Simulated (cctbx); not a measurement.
# From intensities to atoms

Cell a = 6.9540 Å, b = 6.9540 Å, c = 4.1640 Å, α = 90.00°, β = 90.00°, γ = 120.00°; space group P-62m (no. 189); content Pt3 W3 Sb3.

Simulated single-crystal data (cctbx): Mo Kα, λ = 0.71073 Å, to d = 0.7 Å, 50 % of the full sphere, strongest reflection 40000 counts, noise from counting, a 6 % proportional error and a noise floor of 4 counts (s.d.); no absorption.

Charge flipping in P1 on normalised amplitudes to 0.8 Å, δ = 1.1 σ, 10 % of the reflections treated as weak, 150 cycles:

```text
cycle      R  skewness
    0  0.520     0.22
   12  0.452     1.62
   24  0.433     2.39
   36  0.425     2.15
   48  0.438     2.59
   60  0.420     2.74
   72  0.425     2.87
   84  0.414     2.77
   96  0.426     2.97
  108  0.405     2.85
  120  0.406     2.90
  132  0.408     2.77
  144  0.407     2.78
origin shift          correlation  skewness
 0.516  0.385  0.006      0.874      1.76
 0.310  0.592 -0.002      0.846      1.63
 0.931  0.441  0.017      0.840      3.16
 0.219  0.766  0.004      0.844      3.23
taken: symmetry correlation 0.844, skewness 3.23
peak      x       y       z  mult  height/sigma
Q1    0.0000  0.7695  0.5000    3     11.0
Q2    0.0000  0.4348  0.0000    3     10.4
Q3    0.3333  0.6667  0.5000    2      5.0
Q4    0.0000  0.5889  0.1178    6      2.6
Q5    0.0000  0.0000  0.0000    1      2.4
Q6    0.1059  0.2528  0.0000    6      2.0
Q7    0.0000  0.9154  0.2830    6      2.0
Q8    0.2654  0.5494  0.3248   12      1.6
Q9    0.0000  0.7172  0.2156    6      1.6
```

The origin is taken among those within 0.04 of the best correlation, by the skewness of the map.

Run time: 0.51 s on 1 thread of Arm Neoverse N1 (shared host), peak memory 0.07 GiB.

**Question.** Which peaks are atoms, and which elements?

Heights go roughly as Z and multiplicities must add up to the content. First model: Q1 = Pt1 (3 in the cell, height 11.0), Q2 = W1 (3 in the cell, height 10.4), Q3 = Sb1 (2 in the cell, height 5.0) and Q5 = Sb2 (1 in the cell, height 2.4). Against the true structure, Q1 is Pt, Q2 is W, Q3 is Sb and Q5 is Sb; the other peaks are not atoms.

Least squares on F², isotropic:

```text
Rint 0.049, 217 unique reflections to 0.70 A
cycle     R1     wR2    GooF  max shift (A)
   1  0.3235  0.6703  19.730   0.12390
   3  0.0133  0.0296   0.872   0.00000
final R1 0.0133 wR2 0.0296 GooF 0.872  parameters 6  data/parameter 36.2
atom        x        y        z      Ueq    occ   su(xyz)  su(Uiso or U11)
Pt1    0.00000  0.75168  0.50000   0.0021  1.000  0.00004  0.0001
W1     0.00000  0.42533  0.00000   0.0030  1.000  0.00006  0.0001
Sb1    0.33333  0.66667  0.50000   0.0035  1.000  0.00000  0.0002
Sb2    0.00000  0.00000  0.00000   0.0032  1.000  0.00000  0.0002
difference map: max 1.27 min -1.51 rms 0.38
Q1    0.3333  0.6667  0.2001    4    1.36  1.25 A from Sb1
Q2    0.1936  0.5346  0.2849   12    1.21  1.30 A from Sb1
Q3    0.0000  0.7846  0.2625    6    1.09  1.02 A from Pt1
Q4    0.0849  0.9048  0.3492   12    1.04  1.12 A from Pt1
Q5    0.0000  0.4949  0.5000    3    1.04  1.79 A from Pt1
```

Anisotropic refinement:

```text
Rint 0.049, 217 unique reflections to 0.70 A
cycle     R1     wR2    GooF  max shift (A)
   1  0.0164  0.0384   1.146   0.00028
   2  0.0132  0.0290   0.867   0.00000
final R1 0.0132 wR2 0.0290 GooF 0.867  parameters 12  data/parameter 18.1
atom        x        y        z      Ueq    occ   su(xyz)  su(Uiso or U11)
Pt1    0.00000  0.75169  0.50000   0.0021  1.000  0.00005  0.0002
W1     0.00000  0.42537  0.00000   0.0030  1.000  0.00007  0.0002
Sb1    0.33333  0.66667  0.50000   0.0035  1.000  0.00000  0.0002
Sb2    0.00000  0.00000  0.00000   0.0032  1.000  0.00000  0.0003
Flack x: -0.012(12)
Hooft y: 0.012(17)  Bijvoet pairs: 85
difference map: max 1.28 min -1.46 rms 0.37
Q1    0.3333  0.6667  0.2092    4    1.36  1.21 A from Sb1
Q2    0.1936  0.5349  0.2839   12    1.23  1.30 A from Sb1
Q3    0.0916  0.1767  0.3536   12    1.10  1.12 A from Pt1
Q4    0.0000  0.7884  0.2656    6    1.07  1.01 A from Pt1
Q5    0.0766  0.3459  0.2126   12    1.04  1.29 A from W1
Q6    0.0000  0.4945  0.5000    3    0.95  1.79 A from Pt1
```

**Reading.** The refinement ends at R1 = 0.0132, wR2 = 0.0290, GooF = 0.87, with difference density between -1.46 and 1.28 e/Å³. Every site matches the true model in element, within 0.001 Å r.m.s., up to an allowed shift of origin or inversion. Flack x = -0.012 with s.u. 0.012: x is within 3 s.u. of 0, so the absolute structure is right.

True model:

```
atom  mult.       x    y    z  Ueq (Å²)
 Pt1      3  0.7517    0    0    0.0022
  W1      3  0.4252    0  1/2    0.0031
 Sb1      1       0    0  1/2    0.0032
 Sb2      2     2/3  1/3    0    0.0035
```

The model was made for the exercise: a known structure type with other elements put in, its volume estimated, not relaxed; displacement parameters are assumed.

[Middle refinement cycles are left out of these outputs.]

[Logs are printed without paths, hosts, clocks, repeated set-up lines and the standing remarks that a program may print on its own settings, such as how far it seeks lower states.]
